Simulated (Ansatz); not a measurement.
# SnPb2 (model cell, started as cuprite): following an unstable mode, part 2 of 3

Which phase does SnPb2 (model cell, started as cuprite) fall into along its unstable mode, and how much energy does it gain?

Ansatz 0.2.0; DFT PBEsol, scalar-relativistic, plane waves, norm-conserving pseudopotentials.

So far. Step 4 (The mode frozen in, largest atomic shift 0.6 Å): The run ends at a pressure of -0.89 GPa, with forces up to 0.77 eV/Å. Step 5 (Energy along the mode, all amplitudes (two of the runs …): The energy still falls at the last step, so the rise lies beyond the steps tried.

The structure was built from a prototype and need not be the compound's stable phase.

### Step 6. Relaxation from the frozen mode

Starting from the lowest point found, all atoms and the cell are let go, so that strain and other modes of the same symmetry can join in.

input.yaml reads:

```yaml
crystal:
  lattice:
    - [6.5672936291, 0.0, 0.0]
    - [0.0, 6.5672936291, 0.0]
    - [0.0, 0.0, 6.5672936291]
  atoms:
    - { symbol: Sn, position: [0.0, 0.0, 0.0] }
    - { symbol: Sn, position: [0.5, 0.5, 0.5] }
    - { symbol: Pb, position: [0.3146025734, 0.25, 0.1853974266] }
    - { symbol: Pb, position: [0.6853974266, 0.75, 0.1853974266] }
    - { symbol: Pb, position: [0.6853974266, 0.25, 0.8146025734] }
    - { symbol: Pb, position: [0.3146025734, 0.75, 0.8146025734] }
kpoints:
  mp_grid: { grid: [6, 6, 6] }
hamiltonian:
  xc: pbesol
  pseudopotentials: { kind: nc }
scf:
  occupations: { method: methfessel_paxton, width: 0.2 }
output:
  forces: true
  stress: true
  eigenvalues: true
relax:
  adjacent_minimum: "off"
  f_tol: 0.002
  max_steps: 120
  cell: { stress_tol: 0.03 }
```

Started as:

```console
> ansatz run input.yaml --threads 8 --pin off --max-ram 14336MiB --backend cpu --events-out ev --progress --plain --runs-dir out
```

Log:

```text
[...]
Crystal: 6 atoms, lattice volume = 283.243 Å³
Basis set: ecut = 979.609905 eV, 19597 PW (Γ), exchange–correlation on 144×144×144 points (8 copies of the dense FFT grid, shifted against one another)
Bands: 51, of which v1, the nominal top of the filled ones, is band 42 counted from 1 (41 counted from 0)
Symmetry: 8 space group operations
[...]
k-points: 40 of 216 (time reversal used)
[...]
SCF iter   1: F=—  HF=-11873.227542 eV  |F-HF|=—  |Δ(HF+E_count)|=         —  Δρ=2.11e-2  dr2=3.96e0  ethr=3.10e-3  ⟨swp⟩=6.8  Hψ=7306  notcnv=0
[...]
SCF iter   7: F=-11871.977756 eV  HF=-11871.977756 eV  |F-HF|=2.50e-8  |Δ(HF+E_count)|=   6.94e-8  S|Δr|=    0.00e0  Δρ=5.50e-6  dr2=5.18e-8  ethr=1.19e-10  ⟨swp⟩=13.8  Hψ=10396  notcnv=0
SCF 1 converged in 7 iterations: F = -11871.977756 eV  dr2 = 5.18e-8
relax step   1: F+E_penalty+E_count = -11871.97775622 eV  Δ(F+E_penalty+E_count) = +0.000e0 eV  max|allowed force component| = 5.461e-1 eV/Å  Δτ_max = 0.0000 Å  P = -0.891 GPa  Ω = 283.243 Å³  (7 SCF iters, dr2 threshold 1.00e-7 eV, accepted)
Crystal: 6 atoms, lattice volume = 274.512 Å³
Basis set: ecut = 979.609905 eV, 19165 PW (Γ), exchange–correlation on 144×144×144 points (8 copies of the dense FFT grid, shifted against one another)
[...]
iter 1 solved again at ethr=7.54e-5 eV; its pass at ethr=3.10e-3 eV (dr2=6.33e-2 eV) is discarded
[...]
SCF iter   6: F=-11872.509793 eV  HF=-11872.509793 eV  |F-HF|=1.82e-8  |Δ(HF+E_count)|=   4.53e-7  S|Δr|=    0.00e0  Δρ=3.82e-6  dr2=3.23e-8  ethr=7.14e-10  ⟨swp⟩=8.0  Hψ=8946  notcnv=0
SCF 2 converged in 6 iterations: F = -11872.509793 eV  dr2 = 3.23e-8
relax step   2: F+E_penalty+E_count = -11872.50979282 eV  Δ(F+E_penalty+E_count) = -5.320e-1 eV  max|allowed force component| = 1.290e-1 eV/Å  Δτ_max = 0.1965 Å  P = -0.274 GPa  Ω = 274.512 Å³  energy of the carried Pulay correction = +4.004e-4 eV  (6 SCF iters, dr2 threshold 6.00e-7 eV, accepted)
Crystal: 6 atoms, lattice volume = 268.624 Å³
Basis set: ecut = 979.609905 eV, 18615 PW (Γ), exchange–correlation on 144×144×144 points (8 copies of the dense FFT grid, shifted against one another)
[...]
SCF iter   5: F=-11872.639510 eV  HF=-11872.639510 eV  |F-HF|=3.70e-8  |Δ(HF+E_count)|=   4.25e-8  S|Δr|=    0.00e0  Δρ=8.06e-6  dr2=1.56e-7  ethr=7.14e-10  ⟨swp⟩=8.5  Hψ=9498  notcnv=0
SCF 3 converged in 5 iterations: F = -11872.639510 eV  dr2 = 1.56e-7
relax step   3: F+E_penalty+E_count = -11872.63950959 eV  Δ(F+E_penalty+E_count) = -1.297e-1 eV  max|allowed force component| = 3.456e-1 eV/Å  Δτ_max = 0.0857 Å  P = +0.595 GPa  Ω = 268.624 Å³  energy of the carried Pulay correction = +6.777e-4 eV  (5 SCF iters, dr2 threshold 6.00e-7 eV, accepted)
[... from here on, the SCF cycles and remarks between the steps are left out ...]
relax step   4: F+E_penalty+E_count = -11872.85606766 eV  Δ(F+E_penalty+E_count) = -2.166e-1 eV  max|allowed force component| = 1.116e-1 eV/Å  Δτ_max = 0.0296 Å  P = +0.298 GPa  Ω = 266.775 Å³  energy of the carried Pulay correction = +7.660e-4 eV  (5 SCF iters, dr2 threshold 6.00e-7 eV, accepted)
relax step   5: F+E_penalty+E_count = -11872.97791857 eV  Δ(F+E_penalty+E_count) = -1.219e-1 eV  max|allowed force component| = 3.537e-2 eV/Å  Δτ_max = 0.0082 Å  P = +0.207 GPa  Ω = 264.070 Å³  energy of the carried Pulay correction = +8.962e-4 eV  (5 SCF iters, dr2 threshold 6.00e-7 eV, accepted)
relax step   6: F+E_penalty+E_count = -11873.00347798 eV  Δ(F+E_penalty+E_count) = -2.556e-2 eV  max|allowed force component| = 6.627e-2 eV/Å  Δτ_max = 0.0007 Å  P = +0.085 GPa  Ω = 261.711 Å³  energy of the carried Pulay correction = +1.011e-3 eV  (5 SCF iters, dr2 threshold 6.00e-7 eV, accepted)
relax step   7: F+E_penalty+E_count = -11873.00667167 eV  Δ(F+E_penalty+E_count) = -3.194e-3 eV  max|allowed force component| = 1.411e-3 eV/Å  Δτ_max = 0.0116 Å  P = -0.069 GPa  Ω = 262.853 Å³  energy of the carried Pulay correction = +9.552e-4 eV  (4 SCF iters, dr2 threshold 2.74e-7 eV, accepted)
relax step   8: F+E_penalty+E_count = -11873.00683442 eV  Δ(F+E_penalty+E_count) = -1.627e-4 eV  max|allowed force component| = 7.135e-4 eV/Å  Δτ_max = 0.0005 Å  P = +0.002 GPa  Ω = 262.215 Å³  energy of the carried Pulay correction = +9.862e-4 eV  (4 SCF iters, dr2 threshold 1.36e-8 eV, accepted)
relax step   9: F+E_penalty+E_count = -11873.02293185 eV  Δ(F+E_penalty+E_count) = -1.610e-2 eV  max|allowed force component| = 7.319e-4 eV/Å  Δτ_max = 0.0000 Å  P = +0.173 GPa  Ω = 262.215 Å³  stress off target by 2.57e-1 GPa  SCF on the basis re-selected at this cell (its energy is not comparable with the rows above)  (6 SCF iters)
relax step  10: F+E_penalty+E_count = -11873.02638498 eV  Δ(F+E_penalty+E_count) = -3.453e-3 eV  max|allowed force component| = 1.271e-2 eV/Å  Δτ_max = 0.0009 Å  P = +0.052 GPa  Ω = 262.931 Å³  energy of the carried Pulay correction = -3.545e-5 eV  (4 SCF iters, dr2 threshold 1.66e-7 eV, accepted)
relax step  11: F+E_penalty+E_count = -11873.03141621 eV  Δ(F+E_penalty+E_count) = -5.031e-3 eV  max|allowed force component| = 2.960e-2 eV/Å  Δτ_max = 0.0061 Å  P = -0.026 GPa  Ω = 262.437 Å³  energy of the carried Pulay correction = -1.281e-5 eV  (5 SCF iters, dr2 threshold 2.51e-8 eV, accepted)
relax step  12: F+E_penalty+E_count = -11873.06307860 eV  Δ(F+E_penalty+E_count) = -3.166e-2 eV  max|allowed force component| = 8.309e-2 eV/Å  Δτ_max = 0.0125 Å  P = -0.071 GPa  Ω = 260.301 Å³  energy of the carried Pulay correction = +8.923e-5 eV  (5 SCF iters, dr2 threshold 6.70e-8 eV, accepted)
relax step  13: F+E_penalty+E_count = -11873.21913818 eV  Δ(F+E_penalty+E_count) = -1.561e-1 eV  max|allowed force component| = 1.766e-2 eV/Å  Δτ_max = 0.0336 Å  P = -0.134 GPa  Ω = 253.409 Å³  energy of the carried Pulay correction = +4.274e-4 eV  (5 SCF iters, dr2 threshold 6.00e-7 eV, accepted)
relax step  14: F+E_penalty+E_count = -11873.36131033 eV  Δ(F+E_penalty+E_count) = -1.422e-1 eV  max|allowed force component| = 4.035e-3 eV/Å  Δτ_max = 0.0224 Å  P = +0.062 GPa  Ω = 244.686 Å³  energy of the carried Pulay correction = +8.699e-4 eV  (5 SCF iters, dr2 threshold 6.00e-7 eV, accepted)
relax step  15: F+E_penalty+E_count = -11873.57479530 eV  Δ(F+E_penalty+E_count) = -2.135e-1 eV  max|allowed force component| = 2.375e-1 eV/Å  Δτ_max = 0.0153 Å  P = +0.393 GPa  Ω = 236.449 Å³  energy of the carried Pulay correction = +1.302e-3 eV  (5 SCF iters, dr2 threshold 6.00e-7 eV, accepted)
relax step  16: F+E_penalty+E_count = -11873.90275128 eV  Δ(F+E_penalty+E_count) = -3.280e-1 eV  max|allowed force component| = 8.165e-2 eV/Å  Δτ_max = 0.0594 Å  P = +0.568 GPa  Ω = 224.929 Å³  energy of the carried Pulay correction = +1.933e-3 eV  (6 SCF iters, dr2 threshold 6.00e-7 eV, accepted)
relax step  17: F+E_penalty+E_count = -11874.12771570 eV  Δ(F+E_penalty+E_count) = -2.250e-1 eV  max|allowed force component| = 2.570e-1 eV/Å  Δτ_max = 0.0376 Å  P = +1.033 GPa  Ω = 214.336 Å³  energy of the carried Pulay correction = +2.540e-3 eV  (5 SCF iters, dr2 threshold 6.00e-7 eV, accepted)
relax step  18: F+E_penalty+E_count = -11873.55243861 eV  Δ(F+E_penalty+E_count) = +5.753e-1 eV  max|allowed force component| = 2.586e-1 eV/Å  Δτ_max = 0.1918 Å  P = +1.625 GPa  Ω = 204.701 Å³  energy of the carried Pulay correction = +3.116e-3 eV  (6 SCF iters, dr2 threshold 6.00e-7 eV, rejected (line search))
relax step  19: F+E_penalty+E_count = -11874.17987275 eV  Δ(F+E_penalty+E_count) = -5.216e-2 eV  max|allowed force component| = 6.395e-2 eV/Å  Δτ_max = 0.0932 Å  P = -1.193 GPa  Ω = 220.453 Å³  energy of the carried Pulay correction = +2.184e-3 eV  (9 SCF iters, accepted)
relax step  20: F+E_penalty+E_count = -11874.19550280 eV  Δ(F+E_penalty+E_count) = -1.563e-2 eV  max|allowed force component| = 6.943e-4 eV/Å  Δτ_max = 0.0220 Å  P = -0.400 GPa  Ω = 215.245 Å³  energy of the carried Pulay correction = +2.485e-3 eV  (5 SCF iters, dr2 threshold 6.00e-7 eV, accepted)
relax step  21: F+E_penalty+E_count = -11874.21419657 eV  Δ(F+E_penalty+E_count) = -1.869e-2 eV  max|allowed force component| = 2.094e-3 eV/Å  Δτ_max = 0.0103 Å  P = +0.431 GPa  Ω = 212.883 Å³  energy of the carried Pulay correction = +2.625e-3 eV  (4 SCF iters, dr2 threshold 6.00e-7 eV, accepted)
relax step  22: F+E_penalty+E_count = -11874.21735958 eV  Δ(F+E_penalty+E_count) = -3.163e-3 eV  max|allowed force component| = 2.983e-4 eV/Å  Δτ_max = 0.0029 Å  P = +0.034 GPa  Ω = 214.333 Å³  energy of the carried Pulay correction = +2.539e-3 eV  (5 SCF iters, dr2 threshold 6.00e-7 eV, accepted)
relax step  23: F+E_penalty+E_count = -11874.21736675 eV  Δ(F+E_penalty+E_count) = -7.171e-6 eV  max|allowed force component| = 1.152e-4 eV/Å  Δτ_max = 0.0004 Å  P = -0.001 GPa  Ω = 214.487 Å³  energy of the carried Pulay correction = +2.530e-3 eV  (4 SCF iters, dr2 threshold 3.51e-9 eV, accepted)
relax step  24: F+E_penalty+E_count = -11874.36162551 eV  Δ(F+E_penalty+E_count) = -1.443e-1 eV  max|allowed force component| = 3.286e-5 eV/Å  Δτ_max = 0.0000 Å  P = +1.250 GPa  Ω = 214.487 Å³  stress off target by 1.86e0 GPa  SCF on the basis re-selected at this cell (its energy is not comparable with the rows above)  (7 SCF iters)
relax step  25: F+E_penalty+E_count = -11874.40529423 eV  Δ(F+E_penalty+E_count) = -4.367e-2 eV  max|allowed force component| = 6.959e-3 eV/Å  Δτ_max = 0.0122 Å  P = +0.412 GPa  Ω = 219.501 Å³  energy of the carried Pulay correction = -2.991e-4 eV  (5 SCF iters, dr2 threshold 6.00e-7 eV, accepted)
relax step  26: F+E_penalty+E_count = -11874.41287606 eV  Δ(F+E_penalty+E_count) = -7.582e-3 eV  max|allowed force component| = 8.245e-3 eV/Å  Δτ_max = 0.0109 Å  P = -0.028 GPa  Ω = 222.658 Å³  energy of the carried Pulay correction = -4.839e-4 eV  (5 SCF iters, dr2 threshold 6.00e-7 eV, accepted)
relax step  27: F+E_penalty+E_count = -11874.41305823 eV  Δ(F+E_penalty+E_count) = -1.822e-4 eV  max|allowed force component| = 2.928e-4 eV/Å  Δτ_max = 0.0036 Å  P = +0.010 GPa  Ω = 222.587 Å³  energy of the carried Pulay correction = -4.799e-4 eV  (4 SCF iters, dr2 threshold 2.12e-8 eV, accepted)
relax step  28: F+E_penalty+E_count = -11874.41395229 eV  Δ(F+E_penalty+E_count) = -8.941e-4 eV  max|allowed force component| = 2.924e-4 eV/Å  Δτ_max = 0.0000 Å  P = +0.025 GPa  Ω = 222.587 Å³  stress off target by 4.97e-2 GPa  SCF on the basis re-selected at this cell (its energy is not comparable with the rows above)  (5 SCF iters)
relax step  29: F+E_penalty+E_count = -11874.41400122 eV  Δ(F+E_penalty+E_count) = -4.893e-5 eV  max|allowed force component| = 2.588e-4 eV/Å  Δτ_max = 0.0011 Å  P = -0.002 GPa  Ω = 222.822 Å³  energy of the carried Pulay correction = -1.372e-5 eV  (4 SCF iters, dr2 threshold 6.18e-9 eV, accepted)
[...]
SCF iter   1: F=—  HF=-11874.413997 eV  |F-HF|=—  |Δ(HF+E_count)|=         —  Δρ=1.91e-6  dr2=5.15e-9  ethr=1.15e-7  ⟨swp⟩=4.2  Hψ=13769  notcnv=0
eigensolver tolerance schedule: the retry pair's looser diagonalisation over-reported the residual by 18734.68 of it (diagonalisation noise at 2.27 of the residual, at the tolerance the schedule requests for it); recorded, not acted on — ethr = c·dr2/N_el stays at c = 1.0e-1
[...]
SCF iter   2: F=—  HF=-11874.414016 eV  |F-HF|=—  |Δ(HF+E_count)|=   1.89e-5  S|Δr|=    0.00e0  Δρ=7.71e-7  dr2=1.49e-9  ethr=6.13e-12  ⟨swp⟩=3.9  Hψ=6282  notcnv=0
[...]
SCF iter   5: F=-11874.414016 eV  HF=-11874.414016 eV  |F-HF|=1.82e-12  |Δ(HF+E_count)|=  3.64e-12  S|Δr|=    0.00e0  Δρ=4.21e-8  dr2=2.65e-12  ethr=1.00e-12  ⟨swp⟩=7.8  Hψ=9883  notcnv=0
SCF 30 converged in 5 iterations: F = -11874.414016 eV  dr2 = 2.65e-12
relax step  30: F+E_penalty+E_count = -11874.41401555 eV  Δ(F+E_penalty+E_count) = -1.433e-5 eV  max|allowed force component| = 2.607e-4 eV/Å  Δτ_max = 0.0000 Å  P = -0.002 GPa  Ω = 222.822 Å³  stress off target by 3.87e-3 GPa  SCF on the basis re-selected at this cell (its energy is not comparable with the rows above)  (5 SCF iters)
[...]
SCF converged after 5 iterations
[...]
Free energy (F): -11874.414016 eV
[...]
Internal energy: -11874.414231 eV  (E = F + TS)
E sigma→0 (E₀):  -11874.414069 eV
Entropy (-TS):   0.000216 eV (0.036 meV/atom)
Fermi energy:    7.952910 eV
[...]
--- Forces (eV/Å), atoms counted from 1 ---
  atom   1  Sn     0.00000000     0.00000000     0.00000000
  atom   2  Sn    -0.00000000     0.00000000    -0.00000000
  atom   3  Pb     0.00026072     0.00000000    -0.00026072
  atom   4  Pb    -0.00026072    -0.00000000    -0.00026072
  atom   5  Pb    -0.00026072    -0.00000000     0.00026072
  atom   6  Pb     0.00026072    -0.00000000     0.00026072
  max |Σ_I F_I| component: 1.56e-17 eV/Å
--- Stress (GPa, compression-positive) ---
       -0.000536      -0.000000      -0.000000
       -0.000000      -0.003874       0.000000
       -0.000000      -0.000000      -0.000536
  P = ⅓ Tr σ = -0.0016 GPa (-0.016 kbar)
--- Band table (eV; the first three rows and the last of 40) ---
  k-point 0: bands = [... 38 lower, 5.9716, 7.4979, 7.4979, 7.8784, 9.9138, 9.9138, 10.0512, 10.8775, ... 5 higher]
  k-point 1: bands = [... 38 lower, 5.9329, 6.7388, 7.4453, 8.8014, 8.8794, 9.8312, 10.5181, 11.2331, ... 5 higher]
  k-point 2: bands = [... 38 lower, 5.5066, 6.5135, 7.1091, 8.1332, 9.2917, 10.2157, 10.4276, 11.9413, ... 5 higher]
  k-point 39: bands = [... 38 lower, 5.0168, 5.9806, 6.3709, 6.8822, 7.1659, 7.1659, 9.1976, 9.1976, ... 5 higher]
--- Relaxed structure (26 steps of the walk, 25 accepted, 4 SCFs on fresh bases) ---
  F+E_penalty+E_count = -11874.41401555 eV   max|allowed force component| = 2.607e-4 eV/Å   (the final SCF, on the basis selected at the relaxed cell)
  cell:  # Å, volume = 222.8216 Å³
    - [8.315393, 0.0, 0]
    - [0.0, 3.222492, 0]
    - [0, 0, 8.315393]
  atoms:
    - { symbol: Sn, position: [1.254693e-18, 0, 9.121287e-19] }
    - { symbol: Sn, position: [0.5, 0.5, 0.5] }
    - { symbol: Pb, position: [0.314074, 0.25, 0.185926] }
    - { symbol: Pb, position: [0.685926, 0.75, 0.185926] }
    - { symbol: Pb, position: [0.685926, 0.25, 0.814074] }
    - { symbol: Pb, position: [0.314074, 0.75, 0.814074] }
```

The job ended after 19 min (8 threads of Arm Neoverse N1, shared host; peak memory 2.8 GiB).

The steps of the relaxation (22 of 30):

| step | energy less that of the first step (eV) | largest force component (eV/Å) | pressure (GPa) | volume (Å³) |
| --- | --- | --- | --- | --- |
| 1 | 0.0000 | 0.5461 | -0.89 | 283.24 |
| 2 | -0.5320 | 0.1290 | -0.27 | 274.51 |
| 4 | -0.8783 | 0.1116 | 0.30 | 266.77 |
| 5 | -1.0002 | 0.0354 | 0.21 | 264.07 |
| 7 | -1.0289 | 0.0014 | -0.07 | 262.85 |
| 8 | -1.0291 | 0.0007 | 0.00 | 262.22 |
| 9* | -1.0452 | 0.0007 | 0.17 | 262.22 |
| 11 | -1.0537 | 0.0296 | -0.03 | 262.44 |
| 12 | -1.0853 | 0.0831 | -0.07 | 260.30 |
| 13 | -1.2414 | 0.0177 | -0.13 | 253.41 |
| 15 | -1.5970 | 0.2375 | 0.39 | 236.45 |
| 16 | -1.9250 | 0.0817 | 0.57 | 224.93 |
| 18 | -1.5747 | 0.2586 | 1.62 | 204.70 |
| 19 | -2.2021 | 0.0640 | -1.19 | 220.45 |
| 20 | -2.2177 | 0.0007 | -0.40 | 215.25 |
| 22 | -2.2396 | 0.0003 | 0.03 | 214.33 |
| 23 | -2.2396 | 0.0001 | 0.00 | 214.49 |
| 24* | -2.3839 | 0.0000 | 1.25 | 214.49 |
| 26 | -2.4351 | 0.0082 | -0.03 | 222.66 |
| 27 | -2.4353 | 0.0003 | 0.01 | 222.59 |
| 29 | -2.4362 | 0.0003 | 0.00 | 222.82 |
| 30* | -2.4363 | 0.0003 | 0.00 | 222.82 |

Relaxation steps marked * repeat the geometry before them on a plane-wave basis chosen anew for their cell, so energy and pressure can jump there. Other such steps can lie between the rows shown. Relaxation step 18 was tried and not accepted.

The run keeps the 8 symmetry operations that the program found, so distortions that break them were not tested.

```
     cell as run  before  after   change
           a (Å)   6.567  8.315  +26.6 %
           b (Å)   6.567  3.222  -50.9 %
           c (Å)   6.567  8.315  +26.6 %
volume (Å³/atom)   47.21  37.14  -21.3 %
```

Final coordinates:

```xyz
6
Lattice="8.3154 0.0000 0.0000 0.0000 3.2225 0.0000 0.0000 0.0000 8.3154" Properties=species:S:1:pos:R:3 pbc="T T T"
Sn    0.0000    0.0000    0.0000
Sn    4.1577    1.6112    4.1577
Pb    2.6117    0.8056    1.5460
Pb    5.7037    2.4169    1.5460
Pb    5.7037    0.8056    6.7693
Pb    2.6117    2.4169    6.7693
```

Read from the output:

- pressure: -0.001649 GPa
- volume per atom: 37.14 Å³

The distorted start has space group P4_222; the relaxation ends in P4_222.

### Step 7. The new phase in its own primitive cell

The relaxed structure is symmetrised, reduced to its primitive cell and relaxed tightly, as its phonons need.

input.yaml, the sections that differ from step 6:

```yaml
crystal:
  lattice:
    - [8.3153926283, 0.0, 0.0]
    - [0.0, 8.3153926283, 0.0]
    - [0.0, 0.0, 3.2224916917]
  atoms:
    - { symbol: Sn, position: [0.0, 0.5, 0.0] }
    - { symbol: Sn, position: [0.5, 0.0, 0.5] }
    - { symbol: Pb, position: [0.685925795, 0.314074205, 0.75] }
    - { symbol: Pb, position: [0.314074205, 0.314074205, 0.25] }
    - { symbol: Pb, position: [0.314074205, 0.685925795, 0.75] }
    - { symbol: Pb, position: [0.685925795, 0.685925795, 0.25] }
kpoints:
  mp_grid: { grid: [4, 4, 12] }
relax:
  adjacent_minimum: "off"
  f_tol: 0.001
  max_steps: 60
  cell: { stress_tol: 0.01 }
# hamiltonian, scf, output: as in step 6
```

Log:

```text
[...]
Crystal: 6 atoms, lattice volume = 222.822 Å³
Basis set: ecut = 979.609905 eV, 15473 PW (Γ), exchange–correlation on 180×180×72 points (8 copies of the dense FFT grid, shifted against one another)
Bands: 51, of which v1, the nominal top of the filled ones, is band 42 counted from 1 (41 counted from 0)
Symmetry: 8 space group operations
[...]
k-points: 42 of 192
[...]
cell:  # Å, volume = 225.1966 Å³
    - [8.287156, 0.0, 0.0]
    - [0, 8.287156, 0]
    - [0.0, 0, 3.279070]
  atoms:
    - { symbol: Sn, position: [0, 0.5, 0] }
    - { symbol: Sn, position: [0.5, 2.080727e-19, 0.500000] }
    - { symbol: Pb, position: [0.681839, 0.318161, 0.750000] }
    - { symbol: Pb, position: [0.318161, 0.318161, 0.250000] }
    - { symbol: Pb, position: [0.318161, 0.681839, 0.750000] }
    - { symbol: Pb, position: [0.681839, 0.681839, 0.250000] }
[key lines of the parts left out:]
SCF converged after 5 iterations
Free energy (F): -11874.362188 eV
Fermi energy:    7.853858 eV
P = ⅓ Tr σ = 0.0002 GPa (0.002 kbar)
```

Elapsed: 4.8 min, on 8 threads; peak memory 2.3 GiB.

(Part 2 of 3 ends here.)

[Long decimals in the printed logs are rounded to 6 places.]

[Logs are printed without paths, hosts, clocks, repeated set-up lines and the standing remarks that a program may print on its own settings, such as how far it seeks lower states.]

[Hosts, paths, dates, database ids (printed as entryN), source tags and the programs' standing remarks are cut or masked in the printed files.]

[Where the starting crystal was built by hand or by swapping elements, it need not be the compound's stable phase.]
